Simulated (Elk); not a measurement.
**Fe: which magnetic order is lowest**

A self-consistent run ends on one state, which hangs on the start. Several orders of Fe are started in Elk and their energies compared.

Method: PBE; all-electron APW+lo, Dirac cores, scalar-relativistic bands, in Elk 11.2.3 (patched build).

The database entry behind the starting cell differs from later determinations by our own check (an axis about 0.7 % long against later determinations), so it need not match the best structure at ambient conditions.

**1. The starting structure**

It takes space group Im-3m (No. 229, cubic). Conventional cell: a = 2.886 Å, b = 2.886 Å, c = 2.886 Å, α = 90.00°, β = 90.00°, γ = 90.00°. Fe has 8 Fe at 2.50 Å nearest.

**2. Run 1 (ferro +)**

The parallel start comes first: it fits the smallest cell, keeps the most symmetry and shows whether parallel moments form.

The last three numbers of an atom's line are a seed field in its sphere. It points against the wanted moment and shrinks by the factor reducebf each loop.

Contents of elk.in:

```
tasks
  0

xctype
  20

reducebf
  0.5

epsengy
  1e-05

maxscl
  100

rgkmax
  7.0

nempty
  12

swidth
  0.003

lmaxi
  3

spinpol
  .true.

sppath
  './'

avec
  -2.72687479783 2.72687479783 2.72687479783
  2.72687479783 -2.72687479783 2.72687479783
  2.72687479783 2.72687479783 -2.72687479783

atoms
  1
  'Fe.in'
  1
  0.0000000000 0.0000000000 0.0000000000   0.000000 0.000000 -0.140000

ngridk
  12 12 12
```

Run with:

```sh
> OMP_NUM_THREADS=2 elk
```

Numbers of over 12 decimals in the logs are rounded to 6 here.

The log of the run:

```text
┌─────────────────────────┐
│ Elk code version 11.2.3 │
└─────────────────────────┘

All units are atomic (Hartree, Bohr, etc.)

┌─────────────────────────────────────────────────┐
│ Ground-state run starting from atomic densities │
└─────────────────────────────────────────────────┘

Lattice vectors :
  -2.726874798       2.726874798       2.726874798
   2.726874798      -2.726874798       2.726874798
   2.726874798       2.726874798      -2.726874798

Reciprocal lattice vectors :
  0.2965383148E-16   1.152085404       1.152085404
   1.152085404      0.2965383148E-16   1.152085404
   1.152085404       1.152085404      0.2965383148E-16

Unit cell volume      :    81.10648601
Brillouin zone volume :    3.058327708

Muffin-tin inner radius fraction :   0.1000000000E-01

Nuclei treated as point charges

Species : 1 (Fe)
 parameters loaded from : Fe.in
 name : iron
 nuclear charge    :   -26.00000000
 electronic charge :    26.00000000
 atomic mass :    101799.2075
 muffin-tin radius :    2.336542848
 number of radial points in muffin-tin :    993
 inner part over the whole radius :   0.9974870244E-02
 number on inner part of muffin-tin    :    700
 approximate nuclear radius :   0.7160107270E-04
 number of mesh points to nuclear radius :    332
 atomic positions (lattice), magnetic fields (Cartesian) :
  1 :   0.00000000  0.00000000  0.00000000    0.00000000  0.00000000 -0.14000000

Total number of atoms per unit cell :    1
Total muffin-tin volume :    53.43303687
 ratio of muffin-tin to unit cell volume :   0.6588010343

Spin treatment :
 spin-polarised
 global magnetic field (Cartesian) :    0.000000000       0.000000000       0.000000000
 collinear magnetisation in z-direction

Number of Bravais lattice symmetries :   48
Number of crystal symmetries         :   48
Crystal has inversion symmetry
Real symmetric eigensolver will be used

k-point grid :     12    12    12
k-point offset :    0.000000000       0.000000000       0.000000000
k-point set is reduced with full crystal symmetry group
Total number of k-points :       72

Muffin-tin radius times maximum |G+k| :    7.000000000
 using average radius
Maximum |G+k| for APW functions       :    2.995879150
Maximum (1/2)|G+k|²                   :    4.487645939
Maximum |G| for potential and density :    12.00000000
Constant for pseudocharge density :    7
 order of it for each species :   14
 order of it for pair densities of each species (exact exchange by exxq0 0: 14) :   10
Radial integration step length :    1

G-vector grid sizes :     20    20    20
Number of G-vectors :     2347

Maximum angular momentum used for
 APW functions            :    8
 outer part of muffin-tin :    6
 inner part of muffin-tin :    3

Total nuclear charge    :   -26.00000000
Total core charge       :    10.00000000
Total valence charge    :    16.00000000
Total excess charge     :    0.000000000
Total electronic charge :    26.00000000

Effective Wigner radius, rₛ :   0.9064236105

Number of empty states         :     12
Total number of valence states :     42
Total number of core states    :     10

Third-order local-orbitals added for an l without core states : T
Total number of local-orbitals :     23

Exchange-correlation functional :     20     0     0
 Perdew-Burke-Ernzerhof, Phys. Rev. Lett. 77, 3865 (1996)
 gradient requirement :    1
 generalised gradient approximation (GGA)

Smearing type :    3
 Fermi-Dirac
Smearing width :   0.3000000000E-02
Effective electronic temperature (K) :    947.3250744

Mixing type :    3
 Broyden mixing, J. Phys. A: Math. Gen. 17, L317 (1984)

Kohn-Sham potential initialised from atomic data

┌──────────────────────────────┐
│ Self-consistent loop started │
└──────────────────────────────┘

┌─────────────────┐
│ Loop number : 1 │
└─────────────────┘

Energies :
 Fermi                       :     0.198845
 sum of occupied eigenvalues :     -739.01997473954
 electron kinetic            :      1288.2960250358
 core electron kinetic       :      1149.7642994131
 Coulomb                     :     -2505.4305681496
 Coulomb potential           :     -1955.1133768616
 nuclear-nuclear             :     -225.54407463171
 electron-nuclear            :     -2613.6175043661
 Hartree                     :      333.73101084827
 Madelung                    :     -1527.8738797188
 xc potential                :     -72.075652471404
 xc effective B-field        :    -0.122268
 external B-field            :      0.000000
 exchange                    :     -54.583945543033
 correlation                 :     -1.206191
 electron entropic           :    -0.81971974676699E-03
 total energy                :     -1272.9254989411
 (external B-field energy excluded from total)

Density of states at Fermi energy :    27.21269543
 (states/Hartree/unit cell)

Estimated indirect band gap :   0.1789818621E-02
 from k-point 6 to k-point 51
Estimated direct band gap   :   0.2562812956E-02
 at k-point 2

Charges :
 core                        :    10.00000000
 valence                     :    16.00000000
 interstitial                :    1.110691769
 muffin-tins (core leakage)
  species : 1 (Fe)
   atom 1                    :    24.88930823     ( -0.2242659942E-06)
 total in muffin-tins        :    24.88930823
 total calculated charge     :    26.00012507
 total charge                :    26.00000000
 error                       :   0.1250718399E-03

Moments :
 interstitial                :  -0.3318889705E-01
 muffin-tins
  species : 1 (Fe)
   atom 1                    :    2.427549645
 total in muffin-tins        :    2.427549645
 total moment                :    2.394360748

┌─────────────────┐
│ Loop number : 2 │
└─────────────────┘

Energies :
 Fermi                       :     0.199213
 sum of occupied eigenvalues :     -739.02068070228
 electron kinetic            :      1286.5257112245
 core electron kinetic       :      1148.9140462395
 Coulomb                     :     -2505.4894879687
 Coulomb potential           :     -1955.0823606583
 nuclear-nuclear             :     -225.54407463171
 electron-nuclear            :     -2613.7670269187
 Hartree                     :      333.82161358174
 Madelung                    :     -1527.9483076396
 xc potential                :     -70.350502154919
 xc effective B-field        :    -0.122440
 external B-field            :      0.000000
 exchange                    :     -54.589785978718
 correlation                 :     -1.206170
 electron entropic           :    -0.82076275322386E-03
 total energy                :     -1274.7605530691
 (external B-field energy excluded from total)

Density of states at Fermi energy :    27.25689591
 (states/Hartree/unit cell)

Estimated indirect band gap :   0.1898953946E-02
 from k-point 6 to k-point 51
Estimated direct band gap   :   0.2561677093E-02
 at k-point 2

Charges :
 core                        :    10.00000000
 valence                     :    16.00000000
 interstitial                :    1.108373135
 muffin-tins (core leakage)
  species : 1 (Fe)
   atom 1                    :    24.89162686     ( -0.2242656674E-06)
 total in muffin-tins        :    24.89162686
 total calculated charge     :    26.00012499
 total charge                :    26.00000000
 error                       :   0.1249854902E-03

Moments :
 interstitial                :  -0.3325440006E-01
 muffin-tins
  species : 1 (Fe)
   atom 1                    :    2.429204207
 total in muffin-tins        :    2.429204207
 total moment                :    2.395949807

RMS change in Kohn-Sham potential (target) :    6.778863156     (  0.1000000000E-05)
Absolute change in total energy (target)   :    1.835054128     (  0.1000000000E-04)

[... loops 3 to 16 left out ...]

┌──────────────────┐
│ Loop number : 17 │
└──────────────────┘

Energies :
 Fermi                       :     0.294478
 sum of occupied eigenvalues :     -736.81291058207
 electron kinetic            :      1290.0120093780
 core electron kinetic       :      1149.7591207048
 Coulomb                     :     -2506.8741907446
 Coulomb potential           :     -1954.2168858808
 nuclear-nuclear             :     -225.54407463171
 electron-nuclear            :     -2617.4286625307
 Hartree                     :      336.09854641774
 Madelung                    :     -1529.7657478043
 xc potential                :     -72.490837586109
 xc effective B-field        :    -0.117196
 external B-field            :      0.000000
 exchange                    :     -54.730785143856
 correlation                 :     -1.206039
 electron entropic           :    -0.74889059597180E-03
 total energy                :     -1272.7997546487
 (external B-field energy excluded from total)

Density of states at Fermi energy :    25.35601250
 (states/Hartree/unit cell)

Estimated indirect band gap :   0.2681021465E-03
 from k-point 52 to k-point 6
Estimated direct band gap   :   0.7452992201E-02
 at k-point 61

Charges :
 core                        :    10.00000000
 valence                     :    16.00000000
 interstitial                :    1.044022903
 muffin-tins (core leakage)
  species : 1 (Fe)
   atom 1                    :    24.95597710     ( -0.2242657438E-06)
 total in muffin-tins        :    24.95597710
 total calculated charge     :    26.00012027
 total charge                :    26.00000000
 error                       :   0.1202696722E-03

Moments :
 interstitial                :  -0.4992603538E-01
 muffin-tins
  species : 1 (Fe)
   atom 1                    :    2.337672562
 total in muffin-tins        :    2.337672562
 total moment                :    2.287746526

RMS change in Kohn-Sham potential (target) :   0.8261112372E-07 (  0.1000000000E-05)
Absolute change in total energy (target)   :   0.6164477099E-05 (  0.1000000000E-04)

Convergence targets achieved

┌──────────────────┐
│ Loop number : 18 │
└──────────────────┘

Energies :
 Fermi                       :     0.294478
 sum of occupied eigenvalues :     -736.81290963528
 electron kinetic            :      1290.0120096100
 core electron kinetic       :      1149.7591207567
 Coulomb                     :     -2506.8741905008
 Coulomb potential           :     -1954.2168857986
 nuclear-nuclear             :     -225.54407463171
 electron-nuclear            :     -2617.4286620252
 Hartree                     :      336.09854615607
 Madelung                    :     -1529.7657476015
 xc potential                :     -72.490836817360
 xc effective B-field        :    -0.117197
 external B-field            :      0.000000
 exchange                    :     -54.730785206630
 correlation                 :     -1.206039
 electron entropic           :    -0.74888976912884E-03
 total energy                :     -1272.7997542277
 (external B-field energy excluded from total)

Density of states at Fermi energy :    25.35596839
 (states/Hartree/unit cell)

Estimated indirect band gap :   0.2680980802E-03
 from k-point 52 to k-point 6
Estimated direct band gap   :   0.7453128816E-02
 at k-point 61

Charges :
 core                        :    10.00000000
 valence                     :    16.00000000
 interstitial                :    1.044022938
 muffin-tins (core leakage)
  species : 1 (Fe)
   atom 1                    :    24.95597706     ( -0.2242657811E-06)
 total in muffin-tins        :    24.95597706
 total calculated charge     :    26.00012027
 total charge                :    26.00000000
 error                       :   0.1202696946E-03

Moments :
 interstitial                :  -0.4992643625E-01
 muffin-tins
  species : 1 (Fe)
   atom 1                    :    2.337673868
 total in muffin-tins        :    2.337673868
 total moment                :    2.287747431

┌──────────────────────────────┐
│ Self-consistent loop stopped │
└──────────────────────────────┘

Wrote STATE.OUT
```

It took 68 s on 2 threads of Arm Neoverse N1, shared host; peak memory 0.08 GiB.

This step gave:

| Quantity | Value |
| --- | --- |
| density of states at the Fermi level | 0.9318 states/eV/cell |
| moment between the spheres | -0.04993 μB |
| magnetization | 2.288 μB |
| final state | ferromagnetic |
| largest moment | 2.338 μB |

After 18 cycles the largest moment stands at 2.34 μB.

**3. Start 2: antiferro q=(0,0,1/2) +-**

Reversing part of the moments tests the sign of the couplings between them.

The cell is doubled to 2 atoms to hold this order. Its mesh is chosen so that both cells sample the same points.

elk.in: that of step 2 with these lines changed.

```diff
@@ -36,3 +36,3 @@
   2.72687479783 -2.72687479783 2.72687479783
-  2.72687479783 2.72687479783 -2.72687479783
+  5.45374959567 5.45374959567 -5.45374959567
 
@@ -41,6 +41,7 @@
   'Fe.in'
-  1
+  2
   0.0000000000 0.0000000000 0.0000000000   0.000000 0.000000 -0.140000
+  0.0000000000 0.0000000000 0.5000000000   0.000000 0.000000 0.140000
 
 ngridk
-  12 12 12
+  12 12 6
```

Run with:

```sh
> OMP_NUM_THREADS=2 elk
```

The log of the run:

```text
┌─────────────────────────┐
│ Elk code version 11.2.3 │
└─────────────────────────┘

All units are atomic (Hartree, Bohr, etc.)

┌─────────────────────────────────────────────────┐
│ Ground-state run starting from atomic densities │
└─────────────────────────────────────────────────┘

Lattice vectors :
  -2.726874798       2.726874798       2.726874798
   2.726874798      -2.726874798       2.726874798
   5.453749596       5.453749596      -5.453749596

Species : 1 (Fe)
 parameters loaded from : Fe.in
 name : iron
 nuclear charge    :   -26.00000000
 electronic charge :    26.00000000
 atomic mass :    101799.2075
 muffin-tin radius :    2.336542848
 number of radial points in muffin-tin :    993
 inner part over the whole radius :   0.9974870244E-02
 number on inner part of muffin-tin    :    700
 approximate nuclear radius :   0.7160107270E-04
 number of mesh points to nuclear radius :    332
 atomic positions (lattice), magnetic fields (Cartesian) :
  1 :   0.00000000  0.00000000  0.00000000    0.00000000  0.00000000 -0.14000000
  2 :   0.00000000  0.00000000  0.50000000    0.00000000  0.00000000  0.14000000

Total number of atoms per unit cell :    2
Total muffin-tin volume :    106.8660737
 ratio of muffin-tin to unit cell volume :   0.6588010343

Spin treatment :
 spin-polarised
 global magnetic field (Cartesian) :    0.000000000       0.000000000       0.000000000
 collinear magnetisation in z-direction

Number of Bravais lattice symmetries :    8
Number of crystal symmetries         :   16
Crystal has inversion symmetry
Real symmetric eigensolver will be used

k-point grid :     12    12     6
k-point offset :    0.000000000       0.000000000       0.000000000
k-point set is reduced with full crystal symmetry group
Total number of k-points :      154

Muffin-tin radius times maximum |G+k| :    7.000000000
 using average radius
Maximum |G+k| for APW functions       :    2.995879150
Maximum (1/2)|G+k|²                   :    4.487645939
Maximum |G| for potential and density :    12.00000000
Constant for pseudocharge density :    7
 order of it for each species :   14
 order of it for pair densities of each species (exact exchange by exxq0 0: 14) :   10
Radial integration step length :    1

G-vector grid sizes :     20    20    40
Number of G-vectors :     4689

Maximum angular momentum used for
 APW functions            :    8
 outer part of muffin-tin :    6
 inner part of muffin-tin :    3

Number of empty states         :     24
Total number of valence states :     82
Total number of core states    :     20

Third-order local-orbitals added for an l without core states : T
Total number of local-orbitals :     46

Exchange-correlation functional :     20     0     0
 Perdew-Burke-Ernzerhof, Phys. Rev. Lett. 77, 3865 (1996)
 gradient requirement :    1
 generalised gradient approximation (GGA)

Smearing type :    3
 Fermi-Dirac
Smearing width :   0.3000000000E-02
Effective electronic temperature (K) :    947.3250744

Mixing type :    3
 Broyden mixing, J. Phys. A: Math. Gen. 17, L317 (1984)

Kohn-Sham potential initialised from atomic data

┌──────────────────────────────┐
│ Self-consistent loop started │
└──────────────────────────────┘

┌─────────────────┐
│ Loop number : 1 │
└─────────────────┘

Energies :
 Fermi                       :     0.218099
 sum of occupied eigenvalues :     -1478.0250963334
 electron kinetic            :      2576.1381742047
 core electron kinetic       :      2299.5329159458
 Coulomb                     :     -5010.4482907557
 Coulomb potential           :     -3910.6612112457
 nuclear-nuclear             :     -451.08814926314
 electron-nuclear            :     -5225.9359434524
 Hartree                     :      666.57580195977
 Madelung                    :     -3055.1176851329
 xc potential                :     -143.25756153476
 xc effective B-field        :    -0.228686
 external B-field            :      0.000000
 exchange                    :     -109.10493594849
 correlation                 :     -2.413174
 electron entropic           :    -0.20962169766892E-02
 total energy                :     -2545.8303231185
 (external B-field energy excluded from total)

Density of states at Fermi energy :    69.97884037
 (states/Hartree/unit cell)

Estimated indirect band gap :   0.3218215513E-03
 from k-point 27 to k-point 30
Estimated direct band gap   :   0.4263116761E-02
 at k-point 99

Charges :
 core                        :    20.00000000
 valence                     :    32.00000000
 interstitial                :    2.246955424
 muffin-tins (core leakage)
  species : 1 (Fe)
   atom 1                    :    24.87652229     ( -0.2242660955E-06)
   atom 2                    :    24.87652229     ( -0.2242660955E-06)
 total in muffin-tins        :    49.75304458
 total calculated charge     :    52.00061568
 total charge                :    52.00000000
 error                       :   0.6156765895E-03

Moments :
 interstitial                :   0.2082080452E-17
 muffin-tins
  species : 1 (Fe)
   atom 1                    :    2.398873871
   atom 2                    :   -2.398873871
 total in muffin-tins        :   0.4440892099E-15
 total moment                :   0.4461712903E-15

[... earlier loops left out ...]

┌──────────────────┐
│ Loop number : 20 │
└──────────────────┘

Energies :
 Fermi                       :     0.306501
 sum of occupied eigenvalues :     -1473.8308512217
 electron kinetic            :      2579.9883521715
 core electron kinetic       :      2299.5034088435
 Coulomb                     :     -5013.7335655635
 Coulomb potential           :     -3908.6533306053
 nuclear-nuclear             :     -451.08814926314
 electron-nuclear            :     -5234.5832991758
 Hartree                     :      671.93788287542
 Madelung                    :     -3059.4069002609
 xc potential                :     -144.97598451034
 xc effective B-field        :    -0.189888
 external B-field            :      0.000000
 exchange                    :     -109.42207015490
 correlation                 :     -2.414293
 electron entropic           :    -0.24851104001661E-02
 total energy                :     -2545.5840614257
 (external B-field energy excluded from total)

Density of states at Fermi energy :    83.29384658
 (states/Hartree/unit cell)

Estimated indirect band gap :   0.3273035049E-03
 from k-point 152 to k-point 137
Estimated direct band gap   :   0.7867886105E-03
 at k-point 75

Charges :
 core                        :    20.00000000
 valence                     :    32.00000000
 interstitial                :    2.095516237
 muffin-tins (core leakage)
  species : 1 (Fe)
   atom 1                    :    24.95224188     ( -0.2242658237E-06)
   atom 2                    :    24.95224188     ( -0.2242658237E-06)
 total in muffin-tins        :    49.90448376
 total calculated charge     :    52.00058101
 total charge                :    52.00000000
 error                       :   0.5810123278E-03

Moments :
 interstitial                :  -0.4549513346E-17
 muffin-tins
  species : 1 (Fe)
   atom 1                    :    2.142582364
   atom 2                    :   -2.142582364
 total in muffin-tins        :    0.000000000
 total moment                :  -0.4549513346E-17

┌──────────────────────────────┐
│ Self-consistent loop stopped │
└──────────────────────────────┘

Wrote STATE.OUT
```

The job ended after 11 min (2 threads; peak memory 0.18 GiB; 21 min of CPU time).

Read from the output:

| Quantity | Value |
| --- | --- |
| density of states at the Fermi level | 3.061 states/eV/cell |
| moment between the spheres | 0 μB |
| magnetization | 0 μB |
| final state | antiferromagnetic |
| largest moment | 2.143 μB |

It lies 210 meV a seeded atom over the first start, and its largest moment is 2.14 μB against 2.34 μB.

(Part 1 of 2 ends here.)

[Logs and program files are shortened in this print: banners, set-up blocks, solver, clock and traceback lines can be left out without a mark of their own.]

[Logs are printed without paths, hosts, clocks, repeated set-up lines and the standing remarks that a program may print on its own settings, such as how far it seeks lower states.]

[Hosts, paths, dates, database ids (printed as entryN), source tags and the programs' standing remarks are cut or masked in the printed files.]

[Where a cell is said to come from a database of computed structures, the database is the Materials Project.]
